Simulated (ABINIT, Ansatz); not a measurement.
## Quasiparticle gap of CdTe (F-43m) in ABINIT

Wanted: ground state, empty states, screening and self-energy for CdTe (F-43m).

Main program and level: ABINIT 10.8.3; PBE and many-body steps on it, plane waves.

**1. Starting point**

The structure is cubic, space group F-43m (No. 216). Conventional cell: a = 6.480 Å, b = 6.480 Å, c = 6.480 Å, α = 90.00°, β = 90.00°, γ = 90.00°. Nearest to Cd lie 4 Te at 2.81 Å. Te has 4 Cd at 2.81 Å nearest. Farther neighbours and most contacts between anions are not listed.

The cell and positions come from the Crystallography Open Database and are kept as given unless a step says otherwise. Spin-orbit coupling is left out unless a step names it.

**2. Ground state**

This step: ABINIT 10.8.3; DFT, PBE, plane waves, norm-conserving pseudopotentials.

The ground-state density comes first.

Contents of run.abi:

```
acell 3*1.0 Angstrom
rprim 
  0.000000000000 3.240000000000 3.240000000000
  3.240000000000 0.000000000000 3.240000000000
  3.240000000000 3.240000000000 0.000000000000
ntypat 2
znucl 48 52
natom 2
typat 1 2
xred 
  0.000000000000 0.000000000000 0.000000000000
  0.250000000000 0.250000000000 0.250000000000
pp_dirpath "pseudos"
pseudos "Cd.upf, Te.upf"
ecut 47
ngkpt 6 6 6
nshiftk 1
shiftk 0 0 0
kptopt 1
chksymbreak 0
nband 23
occopt 1
tolvrs 1e-10
nstep 60
prtwf 0
optforces 0
optstress 0
indata_prefix "in"
outdata_prefix "out"
tmpdata_prefix "tmp"
```

Command:

```sh
OMP_NUM_THREADS=1 mpirun -n 8 abinit run.abi > log
```

Numbers of over 12 decimals in the logs are rounded to 6 here.

Log:

```text
.Version 10.8.3 of ABINIT. v10.8.2 released Aug 2026.

 Symmetries : space group F-4 3 m (#216); Bravais cF (face-center cubic)
================================================================================
 Values of the parameters that define the memory need of the present run
     intxc =       0    ionmov =       0      iscf =       7    lmnmax =       6
     lnmax =       6     mgfft =      54  mpssoang =       3    mqgrid =    3001
     natom =       2  nloc_mem =       1    nspden =       1   nspinor =       1
    nsppol =       1      nsym =      24    n1xccc =    2501    ntypat =       2
    occopt =       1   xclevel =       2
-    mband =          23        mffmem =           1         mkmem =           2
       mpw =        7099          nfft =      157464          nkpt =          16
================================================================================
  Rough estimation (10% accuracy) of disk space for files :
================================================================================

--------------------------------------------------------------------------------
------------- Echo of variables that govern the present computation ------------
--------------------------------------------------------------------------------
 -outvars: echo values of preprocessed input variables --------
            acell      1.8897261259E+00  1.8897261259E+00  1.8897261259E+00 Bohr

      chksymbreak           0
             ecut      4.70000000E+01 Hartree
-          fftalg         312

              ixc     -101130
              kpt      0.00000000E+00  0.00000000E+00  0.00000000E+00
                       1.66666667E-01  0.00000000E+00  0.00000000E+00
                       3.33333333E-01  0.00000000E+00  0.00000000E+00
                       5.00000000E-01  0.00000000E+00  0.00000000E+00
                       1.66666667E-01  1.66666667E-01  0.00000000E+00
                       3.33333333E-01  1.66666667E-01  0.00000000E+00
                       5.00000000E-01  1.66666667E-01  0.00000000E+00
                      -3.33333333E-01  1.66666667E-01  0.00000000E+00
                      -1.66666667E-01  1.66666667E-01  0.00000000E+00
   [... 5 further rows ...]
                      -3.33333333E-01  3.33333333E-01  1.66666667E-01
                      -3.33333333E-01  5.00000000E-01  1.66666667E-01
         kptrlatt        6    0    0      0    6    0      0    0    6
          kptrlen      5.19529396E+01
P           mkmem           2
            natom           2
            nband          23
            ngfft          54      54      54
             nkpt          16
            nstep          60
             nsym          24
           ntypat           2
              occ      2.000000  2.000000  2.000000  2.000000  2.000000  2.000000
                       2.000000  2.000000  2.000000  2.000000  2.000000  2.000000
                       2.000000  2.000000  2.000000  2.000000  2.000000  2.000000
                       0.000000  0.000000  0.000000  0.000000  0.000000
        optforces           0
        optstress           0
            prtwf           0
            rprim      0.0000000000E+00  3.2400000000E+00  3.2400000000E+00
[...]
spgroup         216

           tolvrs      1.00000000E-10

             xred      0.0000000000E+00  0.0000000000E+00  0.0000000000E+00
[...]
znucl       48.00000   52.00000

================================================================================

 chkinp: Checking input parameters for consistency.

================================================================================
== DATASET  1 ==================================================================
-   mpi_nproc: 8, omp_nthreads: 1 (-1 if OMP is not activated)

--- !DatasetInfo
iteration_state: {dtset: 1, }
dimensions: {natom: 2, nkpt: 16, mband: 23, nsppol: 1, nspinor: 1, nspden: 1, mpw: 7099, }
cutoff_energies: {ecut:  47.0, pawecutdg:  -1.0, }
electrons: {nelect:   3.60000000E+01, charge:   0.00000000E+00, occopt:   1.00000000E+00, tsmear:   1.00000000E-02, }

 Real(R)+Recip(G) space primitive vectors, cartesian coordinates (Bohr,Bohr^-1):
 R(1)=  0.0000000  6.1227126  6.1227126  G(1)= -0.0816631  0.0816631  0.0816631
 R(2)=  6.1227126  0.0000000  6.1227126  G(2)=  0.0816631 -0.0816631  0.0816631
 R(3)=  6.1227126  6.1227126  0.0000000  G(3)=  0.0816631  0.0816631 -0.0816631
 Unit cell volume ucvol=  4.5905173E+02 bohr^3
 Angles (23,13,12)=  6.00000000E+01  6.00000000E+01  6.00000000E+01 degrees

 getcut: wavevector=  0.0000  0.0000  0.0000  ngfft=  54  54  54
         ecut(hartree)=     47.000   => boxcut(ratio)=   2.02148

--- Pseudopotential description ------------------------------------------------
- Cd Generated using ONCVPSP code by D. R. Hamann
- 48.00000  20.00000  171031                  znucl, zion, pspdat
12 -101130 2 -1 1368                          pspcod,pspxc,lmax,lloc,mmax
     nproj     2     2     2
  pspatm : epsatm=   23.16453630
         --- l  ekb(1:nproj) -->
[...]
pspatm: atomic psp has been read  and splines computed

- Te Generated using ONCVPSP code by D. R. Hamann
- 52.00000  16.00000  171031                  znucl, zion, pspdat
12 -101130 2 -1 1294                          pspcod,pspxc,lmax,lloc,mmax
     nproj     2     2     2
  pspatm : epsatm=   36.72599971
         --- l  ekb(1:nproj) -->
[...]
2   -5.988876   -1.858037
 pspatm: atomic psp has been read  and splines computed

   2.15605930E+03                                ecore*ucvol(ha*bohr**3)
--------------------------------------------------------------------------------

_setup2: Arith. and geom. avg. npw (full set) are    7068.301    7068.284

================================================================================

--- !BeginCycle
iteration_state: {dtset: 1, }
solver: {iscf: 7, nstep: 60, nline: 4, wfoptalg: 0, }
tolerances: {tolvrs: 1.00E-10, }

     iter   Etot(hartree)      deltaE(h)  residm     vres2
 ETOT  1  -277.07125956679    -2.771E+02 2.810E+00 6.340E+03
 ETOT  2  -279.08842304150    -2.017E+00 1.204E-01 9.920E+03
 ETOT  3  -280.08073814997    -9.923E-01 2.705E-02 1.441E+03
 ETOT  4  -280.17626466899    -9.553E-02 9.050E-03 4.826E+02
 ETOT  5  -280.21951672889    -4.325E-02 1.069E-02 5.395E+01
 ETOT  6  -280.22423993264    -4.723E-03 2.961E-03 5.736E+00
 ETOT  7  -280.22483002742    -5.901E-04 3.995E-03 3.495E-02
 ETOT  8  -280.22483061057    -5.832E-07 8.904E-04 2.964E-02
 ETOT  9  -280.22483386827    -3.258E-06 9.952E-04 1.402E-04
 ETOT 10  -280.22483388297    -1.470E-08 2.168E-04 1.339E-06
 ETOT 11  -280.22483388307    -1.046E-10 2.348E-04 1.033E-07
 ETOT 12  -280.22483388309    -1.620E-11 5.127E-05 1.102E-08
 ETOT 13  -280.22483388307     1.603E-11 5.509E-05 1.131E-09
 ETOT 14  -280.22483388309    -1.756E-11 1.209E-05 1.774E-11

 At SCF step   14       vres2   =  1.77E-11 < tolvrs=  1.00E-10 =>converged.

--- !ResultsGS
iteration_state: {dtset: 1, }
comment   : Summary of ground state results
lattice_vectors:
- [  0.0000000,   6.1227126,   6.1227126, ]
- [  6.1227126,   0.0000000,   6.1227126, ]
- [  6.1227126,   6.1227126,   0.0000000, ]
lattice_lengths: [   8.65882,    8.65882,    8.65882, ]
lattice_angles: [ 60.000,  60.000,  60.000, ] # degrees, (23, 13, 12)
lattice_volume:   4.5905173E+02
convergence: {deltae: -1.756E-11, res2:  1.774E-11, residm:  1.209E-05, diffor:  0.000E+00, }
etotal    :  -2.80224834E+02
entropy   :   0.00000000E+00
fermie    :   1.50709394E-01
cartesian_stress_tensor: null
pressure_GPa: null
xred      :
- [  0.0000E+00,   0.0000E+00,   0.0000E+00, Cd]
- [  2.5000E-01,   2.5000E-01,   2.5000E-01, Te]
cartesian_forces: null
force_length_stats: {min: null, max: null, mean: null, }

 Integrated electronic density in atomic spheres:
 ------------------------------------------------
 Atom  Sphere_radius  Integrated_density
    1        2.00000         17.16343495
    2        2.00000         11.95970418
================================================================================

 ----iterations are completed or convergence reached----

 Mean square residual over all n,k,spin=   37.945E-09; max=  12.092E-06
 reduced coordinates (array xred) for    2 atoms
       0.000000000000      0.000000000000      0.000000000000
       0.250000000000      0.250000000000      0.250000000000
 rms dE/dt=  0.0000E+00; max dE/dt=  0.0000E+00; dE/dt below (all hartree)
    1       0.000000000000      0.000000000000      0.000000000000
    2       0.000000000000      0.000000000000      0.000000000000

 cartesian coordinates (angstrom) at end:
    1      0.000000     0.000000     0.000000
    2      1.620000     1.620000     1.620000
 length scales=  1.889726125908  1.889726125908  1.889726125908 bohr
              =  1.000000000000  1.000000000000  1.000000000000 angstroms
 prteigrs : about to open file out_EIG
 Fermi (or HOMO) energy (hartree) =   0.15071   Average Vxc (hartree)=  -0.33068
 Eigenvalues (hartree) for nkpt=  16  k points:
 kpt#   1, nband= 23, wtk=  0.00463, kpt=  0.0000  0.0000  0.0000 (reduced coord)
  -3.60398   -2.17278   -2.17278   -2.17278   -1.17483   -1.17483   -1.17483   -1.17456
  -1.17456   -0.26004   -0.15349   -0.15349   -0.15349   -0.14392   -0.14392    0.15071
   0.15071    0.15071    0.17906    0.32071    0.32071    0.32071    0.42752
 prteigrs : prtvol=0 or 1, do not print more k-points.

--- !EnergyTerms
iteration_state     : {dtset: 1, }
comment             : Components of total free energy in Hartree
kinetic             :  1.18402292728969E+02
hartree             :  9.49443071041359E+01
xc                  : -4.88714284612279E+01
Ewald energy        : -1.43764240782250E+02
psp_core            :  4.69676761099071E+00
local_psp           : -2.80448560415278E+02
non_local_psp       : -2.51839716684291E+01
total_energy        : -2.80224833883090E+02
total_energy_eV     : -7.62530619050862E+03
band_energy         : -3.35050301751540E+01

== END DATASET(S) ==============================================================
================================================================================

 -outvars: echo values of variables after computation  --------
           etotal     -2.8022483388E+02
            nband          23
             nkpt          16
          spgroup         216
 [... the other variables as echoed above ...]

 Calculation completed.
```

It took 17 s on 8 MPI ranks of Arm Neoverse V2, shared host; peak memory 0.79 GiB; 2.2 min of CPU time.

This step gave:

| Property | Result |
| --- | --- |
| total energy | -7625.3062 eV |
| gap | 0.7714 eV |
| k of the valence top | 0, 0, 0 |
| k of the conduction bottom | 0, 0, 0 |
| least direct gap | 0.7714 eV |

The gap is direct, at Γ.

[end of part 1 of 3]

[Paths, hosts, dates, memory and timing lines, banners, echoed tables and standing remarks are left out of the program output.]

[Logs are printed without paths, hosts, clocks, repeated set-up lines and the standing remarks that a program may print on its own settings, such as how far it seeks lower states.]

[Runs of the session that timed out or met a known fault of the program may be left out.]

[No measured gap is set beside runs whose start may be inverted or whose files or cutoffs have a known fault.]

[Hosts, paths, dates, database ids (printed as entryN), source tags and the programs' standing remarks are cut or masked in the printed files.]

[G0W0 gaps are taken among the corrected bands and points alone; a level outside them can change the order at an edge.]

[Where Ansatz stands beside ABINIT at settings called matched, ABINIT's density can come from a denser mesh and the files from another edition; pairs whose starting gaps differed by over 0.03 eV were left out, so agreement reads better than it is.]
